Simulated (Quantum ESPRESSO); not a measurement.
# Sn K-edge XANES of SnO2 (Cassiterite, P4_2/mnm), part 2 of 3

Aim: the near-edge shape at the Sn K edge of SnO2 (Cassiterite, P4_2/mnm), and what the core hole does to it.

Quantum ESPRESSO 7.5; X-ray absorption near-edge structure, plane-wave PAW PBE, one-electron final states by a Lanczos continued fraction.

So far. Step 2 (Ground state of the crystal): The mesh shows a gap of 1.25 eV, so the hole is first treated in a charged cell, without the excited electron. Step 3 (Spectrum without a core hole, Sn atom 1): Main maxima below 30 eV (height): 11.0 eV (1.39). A K edge sees empty p states on the absorber.

### 6. Supercell with FCH, Sn atom 1

Level of this step: plane-wave PAW DFT, PBE, scalar-relativistic, self-consistent field (Quantum ESPRESSO).

The holes are 5.7 Å apart. The excited electron is left out and a uniform background balances the charge.

File scf.in:

```
&control
   calculation='scf', prefix='x', pseudo_dir='../pp', outdir='tmp', tprnfor=.true.
/
&system
   ibrav=0, nat=12, ntyp=3, nbnd=56
   ecutwfc=48, ecutrho=360
   occupations='fixed'
   tot_charge=1
/
&electrons
   conv_thr=1.2e-07, electron_maxstep=120
   mixing_beta=0.5
/
ATOMIC_SPECIES
Sn0 1.0 Sn.pbe-dn-kjpaw-1sch.UPF
Sn 1.0 Sn.pbe-dn-kjpaw.UPF
O 1.0 O.pbe-n-kjpaw.UPF
CELL_PARAMETERS angstrom
  4.73800000 0.00000000 3.18650000
  0.00000000 4.73800000 3.18650000
  0.00000000 -4.73800000 3.18650000
ATOMIC_POSITIONS crystal
Sn0  0.50000000 0.25000000 0.75000000
Sn   0.50000000 0.75000000 0.25000000
Sn   0.00000000 0.00000000 0.00000000
Sn   0.00000000 0.50000000 0.50000000
O    0.80710000 0.94290000 0.75000000
O    0.80710000 0.44290000 0.25000000
O    0.69290000 0.00000000 0.30710000
O    0.69290000 0.50000000 0.80710000
O    0.19290000 0.55710000 0.75000000
O    0.19290000 0.05710000 0.25000000
O    0.30710000 0.00000000 0.69290000
O    0.30710000 0.50000000 0.19290000
K_POINTS automatic
4 4 4 0 0 0
```

The run is started by

```bash
$ OMP_NUM_THREADS=1 mpirun --oversubscribe --bind-to none -np 4 pw.x -nk 4 -in scf.in > scf.out
```

The program printed:

```text
     [... banner and references ...]
[banner, memory and clock lines left out]
using ibrav=0 with symmetry is DISCOURAGED, use correct ibrav instead

     G-vector sticks info

     bravais-lattice index     =            0
     lattice parameter (alat)  =      10.7901  a.u.
     unit-cell volume          =     965.4519 (a.u.)^3
     number of atoms/cell      =           12
     number of atomic types    =            3
     number of electrons       =       104.00
     number of Kohn-Sham states=           56
     kinetic-energy cutoff     =      48.0000  Ry
     charge density cutoff     =     360.0000  Ry
     scf convergence threshold =      1.2E-07
     mixing beta               =       0.5000
     number of iterations used =            8  plain     mixing
     Exchange-correlation= SLA  PW   PBX  PBC
                           (   1   4   3   4   0   0   0)

     celldm(1)=  10.790059  celldm(2)=   0.000000  celldm(3)=   0.000000
     celldm(4)=   0.000000  celldm(5)=   0.000000  celldm(6)=   0.000000

     crystal axes: (cart. coord. in units of alat)
               a(1) = (   0.829794   0.000000   0.558070 )
               a(2) = (   0.000000   0.829794   0.558070 )
               a(3) = (   0.000000  -0.829794   0.558070 )

     reciprocal axes: (cart. coord. in units 2 pi/alat)
               b(1) = (  1.205119  0.000000 -0.000000 )
               b(2) = ( -0.602559  0.602559  0.895944 )
               b(3) = ( -0.602559 -0.602559  0.895944 )

     PseudoPot. #1 for Sn:     Pseudo is Projector augmented-wave + core cor, Zval = 15.0

     PseudoPot. #2 for Sn:     Pseudo is Projector augmented-wave + core cor, Zval = 14.0

     ../pp/O.pbe-n-kjpaw.UPF
[...]
iteration # 14     ecut=    48.00 Ry     beta= 0.50
     Davidson diagonalization with overlap
     ethr =  1.40E-09,  avg # of iterations =  5.2

     End of self-consistent calculation

          k = 0.0000 0.0000 0.0000 (  5369 PWs)   bands (ev):

   -19.5262 -19.5201 -19.4310 -19.4050 -19.3816 -11.0610 -11.0083 -10.6335
   -10.5502 -10.4638 -10.1445 -10.1304 -10.0874 -10.0391 -10.0012  -9.9638
    -9.9321  -9.9061  -9.9057  -9.9047  -9.3663  -7.6172  -7.5742  -7.5394
    -7.4164  -6.4668  -5.8221  -5.8209   0.3676   1.7020   1.8280   4.2713
     4.7580   5.2268   5.5627   5.6339   6.5962   6.7433   6.9028   7.0118
     7.1407   7.7020   7.7563   8.1127   8.5098   8.5730   8.7682   8.7803
     8.9076   8.9411   9.1711   9.7716  10.3001  13.8037  14.5260  15.6612

     [... bands of 17 further k-points ...]

     highest occupied, lowest unoccupied level (ev):     9.7716   10.3001

!    total energy              =   -2092.70839348 Ry
     total all-electron energy =    -48468.404100 Ry
     estimated scf accuracy    <       0.00000002 Ry

     The total energy is the sum of the following terms:
     one-electron contribution =    -258.03481526 Ry
     hartree contribution      =     215.28052718 Ry
     xc contribution           =    -254.72652213 Ry
     ewald contribution        =    -629.56787522 Ry
     one-center paw contrib.   =   -1165.65970804 Ry

     convergence has been achieved in  14 iterations

     Forces acting on atoms (cartesian axes, Ry/au):

     atom    1 type  1   force =    -0.00000000    0.00000000    0.00000000
     atom    2 type  2   force =     0.00000000   -0.00000000   -0.00000000
     atom    3 type  2   force =     0.00000000   -0.00000000    0.04157797
[...]
atom   11 type  3   force =     0.01206068    0.01206068    0.03820831
     atom   12 type  3   force =     0.01206068    0.01206068   -0.03820831

     Total force =     0.122642     Total SCF correction =     0.000191

     XML data file, charge density, pseudopotentials, collected wavefunctions
```

Wall time 39 s (4 MPI ranks of Intel Xeon 6975P-C (Granite Rapids), shared host); peak memory 0.24 GiB.

Energy with the hole: -659446.232 eV, cores included.

### 7. Spectrum with FCH, Sn atom 1

The Lanczos recursion gives the spectrum without computing empty bands; each polarisation needs a run of its own on the full k mesh. xe0 is set between filled and empty states, and states below it are cut. The file of filecore holds the core orbital, taken from the hole-free data set.

File xspectra.in:

```
&input_xspectra
   calculation='xanes_dipole', edge='K'
   prefix='x', outdir='tmp', xiabs=1, xe0=10.0358
   xonly_plot=.false., x_save_file='xanes.sav'
   xniter=3000, xcheck_conv=20, xerror=0.005
   xcoordcrys=.false., xepsilon(1)=1, xepsilon(2)=0, xepsilon(3)=0
/
&plot
   xnepoint=501, xemin=-10, xemax=70, terminator=.true., cut_occ_states=.true.
   xgamma=0.4
/
&pseudos
   filecore='../Sn.wfc'
/
&cut_occ
   cut_desmooth=0.1, cut_stepl=0.05, cut_stepu=0.05, cut_ierror=1e-5
/
4 4 4 0 0 0
```

xspectra_1.in, as its differences from xspectra.in of step 7:

```diff
@@ -5,3 +5,3 @@
    xniter=3000, xcheck_conv=20, xerror=0.005
-   xcoordcrys=.false., xepsilon(1)=1, xepsilon(2)=0, xepsilon(3)=0
+   xcoordcrys=.false., xepsilon(1)=0, xepsilon(2)=0, xepsilon(3)=1
 /
```

The run is started by

```bash
$ OMP_NUM_THREADS=1 mpirun --oversubscribe --bind-to none -np 4 xspectra.x -nk 4 -in xspectra.in > xspectra.out
```

The program printed:

```text
     [... banner and references ...]
Reading input_file

     calculation: xanes_dipole

     xepsilon  [cartesian coordinates]:   1.000000   0.000000   0.000000

     xonly_plot: FALSE
        => complete calculation: Lanczos + spectrum plot

     filecore (core-wavefunction file): ../Sn.wfc

     main plot parameters:
        cut_occ_states: TRUE
        gamma_mode:  constant
        -> using xgamma [eV]:  0.40
        xemin [eV]: -10.00
        xemax [eV]:  70.00
        xnepoint:  501
        xe0 [eV]:  10.035800 (energy zero read in input file)

     WARNING: variable ef_r is obsolete

                      Reading SCF save directory: x.save

     tmp/x.save/

     Exchange-correlation= PBE
                           (   1   4   3   4   0   0   0)

     G-vector sticks info

                           Getting the Fermi energy

     From SCF save directory:
        ehomo [eV]:    9.7716 (highest occupied level)
        elumo [eV]:   10.3001 (lowest occupied level)
        ef    [eV]:    9.7716

     -> ef (in eV) will be written in x_save_file

                           Energy zero of the spectrum

     -> ef will NOT be used as energy zero of the spectrum
       (because xe0 read in input file)

     G-vector sticks info

     bravais-lattice index     =            0
     lattice parameter (alat)  =      10.7901  a.u.
     unit-cell volume          =     965.4519 (a.u.)^3
     number of atoms/cell      =           12
     number of atomic types    =            3
     number of electrons       =       104.00
     number of Kohn-Sham states=           56
     kinetic-energy cutoff     =      48.0000  Ry
     charge density cutoff     =     360.0000  Ry
     Exchange-correlation= PBE
                           (   1   4   3   4   0   0   0)

     celldm(1)=  10.790059  celldm(2)=   0.000000  celldm(3)=   0.000000
     celldm(4)=   0.000000  celldm(5)=   0.000000  celldm(6)=   0.000000

     crystal axes: (cart. coord. in units of alat)
               a(1) = (   0.829794   0.000000   0.558070 )
               a(2) = (   0.000000   0.829794   0.558070 )
               a(3) = (   0.000000  -0.829794   0.558070 )

     reciprocal axes: (cart. coord. in units 2 pi/alat)
               b(1) = (  1.205119  0.000000 -0.000000 )
               b(2) = ( -0.602559  0.602559  0.895944 )
               b(3) = ( -0.602559 -0.602559  0.895944 )

     PseudoPot. #1 for Sn:     Pseudo is Projector augmented-wave + core cor, Zval = 15.0

     PseudoPot. #2 for Sn:     Pseudo is Projector augmented-wave + core cor, Zval = 14.0

     ../pp/O.pbe-n-kjpaw.UPF
     Pseudo is Projector augmented-wave + core cor, Zval =  6.0
     Shape of augmentation charge: PSQ
     Using radial grid of 1095 points,  4 beta functions with:
                l(1) =   0
                l(2) =   0
                l(3) =   1
                l(4) =   1
     Q(r) pseudized with 0 coefficients

     atomic species   valence    mass     pseudopotential
     Sn0              15.00     1.00000     Sn( 1.00)
     Sn               14.00     1.00000     Sn( 1.00)
     O                 6.00     1.00000     O ( 1.00)

      8 Sym. Ops., with inversion, found

   Cartesian axes

     site n.     atom                  positions (alat units)
         1        Sn0    tau(   1) = (   0.4148968  -0.4148968   0.8371055  )
         2        Sn     tau(   2) = (   0.4148968   0.4148968   0.8371055  )
         3        Sn     tau(   3) = (   0.0000000   0.0000000   0.0000000  )
         4        Sn     tau(   4) = (   0.0000000   0.0000000   0.5580704  )
         5        O      tau(   5) = (   0.6697264   0.1600672   1.3951759  )
         6        O      tau(   6) = (   0.6697264   0.1600672   0.8371055  )
         7        O      tau(   7) = (   0.5749640  -0.2548296   0.5580704  )
         8        O      tau(   8) = (   0.5749640  -0.2548296   1.1161407  )
         9        O      tau(   9) = (   0.1600672  -0.1600672   0.8371055  )
        10        O      tau(  10) = (   0.1600672  -0.1600672   0.2790352  )
[...]
k(    4) = (  -0.4519196  -0.4519196   0.6719583), wk =   0.0312500
        k(    5) = (  -0.1506399   0.1506399   0.2239861), wk =   0.0312500
[...]
k(   62) = (   0.3012797   0.3012797   0.8959444), wk =   0.0312500
        k(   63) = (   0.1506399   0.1506399   1.1199305), wk =   0.0312500
        k(   64) = (   0.0000000   0.0000000   1.3439165), wk =   0.0312500

     Dense  grid:   111317 G-vectors     FFT dimensions: (  72,  72,  72)

     Smooth grid:    43363 G-vectors     FFT dimensions: (  48,  48,  48)

     The potential is recalculated from file :
     tmp/x.save/charge-density

     Starting wfcs are   68 atomic wfcs
     Checking if some PAW data can be deallocated...

               Reading core wavefunction file for the absorbing atom

     ../Sn.wfc successfully read

                              Attributing the PAW radii
                     for the absorbing atom [units: Bohr radius]

        PAW proj 1: r_paw(l= 0)= 3.00  (1.5*r_cut)
        PAW proj 2: r_paw(l= 0)= 3.00  (1.5*r_cut)
        PAW proj 3: r_paw(l= 1)= 3.45  (1.5*r_cut)
        PAW proj 4: r_paw(l= 1)= 3.45  (1.5*r_cut)
        PAW proj 5: r_paw(l= 2)= 2.40  (1.5*r_cut)
        PAW proj 6: r_paw(l= 2)= 2.40  (1.5*r_cut)

        NB: The calculation will not necessary use all these r_paw values.
            - For a edge in the electric-dipole approximation,
              only the r_paw(l=1) values are used.
            - For a K edge in the electric-quadrupole approximation,
              only the r_paw(l=2) values are used.

            - For a L2 or L3 edge in the electric-quadrupole approximation,

              all projectors (s, p and d) are used.

                          Starting XANES calculation
                     in the electric dipole approximation

     Method of calculation based on the Lanczos recursion algorithm
        - STEP 1: Construction of a kpoint-dependent Lanczos basis,
          in which the Hamiltonian is tridiagonal (each 'iter'
          corresponds to the calculation of one more Lanczos vector)
        - STEP 2: Calculation of the cross-section as a continued fraction
          averaged over the k-points.

     ... Begin STEP 1 ...

        Radial transition matrix element(s) used in the calculation of the
        initial vector of the Lanczos basis (|tilde{phi}_abs> normalized)
        | For PAW proj. (l=1) #1: radial matrix element =   0.001143307
        | For PAW proj. (l=1) #2: radial matrix element =   0.002110185

NB: the    16 k-point are not all listed below because npool=  4
        |-------------------------------------------------------------
        ! k-point #     1:  ( 0.0000,  0.0000,  0.0000),  0.0312,   1
        |-------------------------------------------------------------
 okvan= T
        |   Norm of the initial Lanczos vector: 0.15574140E-02
        |   Estimated error at iter     20:   1.00665142
        |   Estimated error at iter     40:   0.28806752
        |   Estimated error at iter     60:   0.36174769
        |   Estimated error at iter     80:   0.27132017
        |   Estimated error at iter    100:   0.25722463
[...]
!   => CONVERGED at iter    400 with error=  0.00254616
        |-------------------------------------------------------------
        ! k-point #     2:  (-0.1506, -0.1506,  0.2240),  0.0312,   1
        |-------------------------------------------------------------
 okvan= T
        |   Norm of the initial Lanczos vector: 0.15574140E-02
[...]
!   => CONVERGED at iter    600 with error=  0.00389624
        |-------------------------------------------------------------
     [... 13 further k-points ...]
        ! k-point #    16:  (-0.9038,  0.0000,  1.3439),  0.0312,   1
        |-------------------------------------------------------------
 okvan= T
        |   Norm of the initial Lanczos vector: 0.15574129E-02
[...]
|   Estimated error at iter    580:   0.00793373
        |   Estimated error at iter    600:   0.00506647
        |   Estimated error at iter    620:   0.00532330
        !   => CONVERGED at iter    640 with error=  0.00429301

     Results of STEP 1 successfully written in x_save_file
     x_save_file name:
     ->  xanes.sav
     x_save_file version:  2

     ... End STEP 1 ...

     ... Begin STEP 2 ...

     The spectrum is calculated using the following parameters:
        xe0 [eV]:   10.0358
        the occupied states are elimintate from the spectrum
        xemin [eV]: -10.00
        xemax [eV]:  70.00
        xnepoint:  501
        constant broadening parameter [eV]:    0.400
        Core level energy [eV]: -0.2920E+05
         (from electron binding energy of neutral atoms in X-ray data booklet)

     Cross-section successfully written in xanes.dat

     ... End STEP 2 ...

                                END JOB XSpectra
```

Run time: 67 s. Hardware: 4 MPI ranks; peak memory 0.19 GiB; 4.4 min of CPU time.

The Sn K spectrum, Sn atom 1, full core hole (charged cell) (energy from the lowest empty level; intensity scaled to a mean of 1 over the first 20 eV; folded afterwards to Lorentzian half width 4.25 eV; the points at xe0, where the cut of filled states can leave a spike, are interpolated; polarised curves are means over the symmetry-equivalent atoms):

```
E (eV)  isotropic  ε ⊥ c  ε ∥ c
  -2.0       0.28   0.30   0.26
  -1.5       0.31   0.32   0.28
  -1.0       0.33   0.35   0.30
  -0.5       0.36   0.38   0.33
   0.0       0.40   0.42   0.36
   0.5       0.44   0.46   0.39
   1.0       0.48   0.50   0.43
   1.5       0.53   0.56   0.47
   2.0       0.58   0.61   0.52
   2.5       0.64   0.68   0.57
   3.0       0.71   0.75   0.63
   3.5       0.78   0.83   0.69
   4.0       0.86   0.91   0.76
   4.5       0.94   1.00   0.83
   5.0       1.03   1.08   0.91
   5.5       1.11   1.16   1.00
   6.0       1.18   1.23   1.09
   6.5       1.25   1.29   1.18
   7.0       1.31   1.33   1.26
   7.5       1.35   1.36   1.34
   8.0       1.38   1.37   1.41
   8.5       1.40   1.37   1.46
   9.0       1.40   1.35   1.50
   9.5       1.38   1.32   1.51
  10.0       1.36   1.28   1.51
  10.5       1.32   1.24   1.48
  11.0       1.28   1.20   1.45
  11.5       1.24   1.16   1.40
  12.0       1.19   1.11   1.34
  12.5       1.14   1.07   1.28
  13.0       1.10   1.04   1.22
  13.5       1.06   1.01   1.17
  14.0       1.02   0.98   1.11
  14.5       0.99   0.95   1.07
  15.0       0.96   0.93   1.03
  15.5       0.94   0.91   0.99
  16.0       0.92   0.90   0.96
  16.5       0.90   0.88   0.94
  17.0       0.89   0.87   0.92
  17.5       0.88   0.86   0.90
  18.0       0.86   0.85   0.89
  18.5       0.85   0.84   0.87
  19.0       0.84   0.83   0.86
  19.5       0.83   0.82   0.85
  20.0       0.82   0.81   0.83
  20.5       0.81   0.80   0.82
  21.0       0.80   0.79   0.81
  21.5       0.79   0.79   0.80
  22.0       0.79   0.78   0.79
  22.5       0.78   0.78   0.78
  23.0       0.78   0.78   0.77
  23.5       0.78   0.79   0.77
  24.0       0.78   0.79   0.76
  24.5       0.78   0.80   0.76
  25.0       0.78   0.80   0.75
  25.5       0.78   0.80   0.75
  26.0       0.78   0.80   0.75
  26.5       0.78   0.80   0.74
  27.0       0.78   0.80   0.74
  27.5       0.77   0.79   0.73
  28.0       0.77   0.79   0.72
  28.5       0.76   0.78   0.71
  29.0       0.75   0.77   0.70
  29.5       0.74   0.76   0.68
  30.0       0.72   0.75   0.67
  30.5       0.71   0.74   0.65
  31.0       0.70   0.74   0.64
  31.5       0.69   0.73   0.63
  32.0       0.68   0.72   0.62
```

Main maxima below 30 eV (height): 8.8 eV (1.40). 

### 8. Reference energy of the cell

The cell and mesh change for the next run, so it gets a reference energy of its own.

File scf.in:

```
&control
   calculation='scf', prefix='x', pseudo_dir='../pp', outdir='tmp', tprnfor=.true.
/
&system
   ibrav=0, nat=6, ntyp=2, nbnd=30
   ecutwfc=48, ecutrho=360
   occupations='fixed'
/
&electrons
   conv_thr=6.0e-08, electron_maxstep=120
   mixing_beta=0.5
/
ATOMIC_SPECIES
Sn 1.0 Sn.pbe-dn-kjpaw.UPF
O 1.0 O.pbe-n-kjpaw.UPF
CELL_PARAMETERS angstrom
  0.00000000 0.00000000 3.18650000
  4.73800000 0.00000000 0.00000000
  0.00000000 4.73800000 0.00000000
ATOMIC_POSITIONS crystal
Sn   0.50000000 0.50000000 0.50000000
Sn   0.00000000 0.00000000 0.00000000
O    0.50000000 0.80710000 0.19290000
O    0.00000000 0.69290000 0.69290000
O    0.50000000 0.19290000 0.80710000
O    0.00000000 0.30710000 0.30710000
K_POINTS automatic
6 4 4 0 0 0
```

The run is started by

```bash
$ OMP_NUM_THREADS=1 mpirun --oversubscribe --bind-to none -np 4 pw.x -nk 4 -in scf.in > scf.out
```

The program printed:

```text
     [... banner and references ...]
[banner, memory and clock lines left out]
using ibrav=0 with symmetry is DISCOURAGED, use correct ibrav instead

     G-vector sticks info

     bravais-lattice index     =            0
     lattice parameter (alat)  =       6.0216  a.u.
     unit-cell volume          =     482.7259 (a.u.)^3
     number of atoms/cell      =            6
     number of atomic types    =            2
     number of electrons       =        52.00
[...]
atom    1 type  1   force =     0.00000000    0.00000000    0.00000000
     atom    2 type  1   force =     0.00000000    0.00000000    0.00000000
     atom    3 type  2   force =    -0.00834329    0.00834329    0.00000000
     atom    4 type  2   force =     0.00834329    0.00834329    0.00000000
     atom    5 type  2   force =     0.00834329   -0.00834329    0.00000000
     atom    6 type  2   force =    -0.00834329   -0.00834329    0.00000000

     Total force =     0.023598     Total SCF correction =     0.000040

     XML data file, charge density, pseudopotentials, collected wavefunctions
[key lines of the parts left out:]
!    total energy              =   -1050.87705481 Ry
convergence has been achieved in  16 iterations
```

The job ended after 15 s (4 MPI ranks; peak memory 0.13 GiB; 57 s of CPU time).

[end of part 2 of 3]

[Banner, clock and machine lines of the logs are left out without a mark of their own.]

[Logs are printed without paths, hosts, clocks, repeated set-up lines and the standing remarks that a program may print on its own settings, such as how far it seeks lower states.]

[Hosts, paths, dates, database ids (printed as entryN), source tags and the programs' standing remarks are cut or masked in the printed files.]

[Lists of maxima count a maximum above −3 eV only where it reaches 4 % of the highest in the window and stands out from its surroundings by 2 % of it (1.5 % where it reaches 55 %); shoulders and weaker maxima are passed over, and of the rest the first, up to two pre-edge ones and the few strongest are named.]
